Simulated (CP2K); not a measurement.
Consider 5-methoxypyrimidine at its PBE geometry (Å).

```xyz
14

C    -2.3747   -0.2415   -0.0264
O    -1.3548    0.6524   -0.5087
C    -0.0589    0.3317   -0.2150
C     0.9348    1.2200   -0.6638
N     2.2334    1.0113   -0.4332
C     2.5458   -0.1046    0.2529
N     1.6894   -1.0152    0.7258
C     0.3808   -0.7941    0.4946
H    -2.3604   -0.3021    1.0725
H    -3.3238    0.1898   -0.3589
H    -2.2556   -1.2481   -0.4554
H     0.6509    2.1176   -1.2194
H     3.6064   -0.2805    0.4439
H    -0.3134   -1.5368    0.8910
```

Method: CP2K XAS_TDP, all-electron GAPW, PBEh(45%), aug-cc-pVDZ, TDA, GW2X-corrected core level, no relativity.

Question: Predict the bright core excitations at the C K edge.

Leading lines: C1 291.66 eV, C3 288.73 eV, C4 287.25 eV and C6 287.82 eV. The leading line of an atom is its first one with 35 % of the strongest within 2.5 eV of its lowest line over the strength cut. Core ionisation energies at this level: C3 293.81, C4 293.29, C1 294.45 and C6 293.40 eV.

The first six lines of each atom with a strength over 0.0015:

```
                     atom  energy (eV)  states  strength, one atom  above the computed threshold
 C1 (bonded to O and 3 H)       291.66       1              0.0408                              
                                291.90       1              0.0044                              
                                292.64       1              0.0054                              
                                292.82       1              0.0261                              
                                293.00       1              0.0166                              
                                293.88       1              0.0055                              
 C3 (bonded to 2 C and O)       288.73       1              0.0583                              
                                292.07       1              0.0171                              
                                292.24       1              0.0049                              
                                292.95       1              0.0023                              
                                294.01       1              0.0023                           yes
                                294.12       1              0.0050                           yes
C4 (bonded to C, N and H)       287.25       1              0.0537                              
                                291.55       1              0.0113                              
                                292.19       1              0.0044                              
                                293.48       1              0.0018                           yes
                                293.95       1              0.0059                           yes
                                294.09       1              0.0073                           yes
 C6 (bonded to 2 N and H)       287.82       1              0.0586                              
                                291.70       1              0.0110                              
                                292.36       1              0.0027                              
                                293.52       2              0.0026                           yes
                                294.34       1              0.0041                           yes
                                294.35       1              0.0104                           yes
```

Lines are vertical, at one geometry, with no vibrational structure. GW2X ionisation energies and lines can be off by 1 to 2 eV either way, and a good line position may hide errors that cancel. Atoms with the same bonds but other surroundings in this conformer are left out. These values hold no scalar relativity, about 0.1 eV for C 1s. Rydberg lines, and the discretised continuum above threshold, depend on the basis and the box.

[Banner, clock and machine lines of the logs are left out without a mark of their own.]

[Logs are printed without paths, hosts, clocks, repeated set-up lines and the standing remarks that a program may print on its own settings, such as how far it seeks lower states.]

[Hosts, paths, dates, database ids (printed as entryN), source tags and the programs' standing remarks are cut or masked in the printed files.]
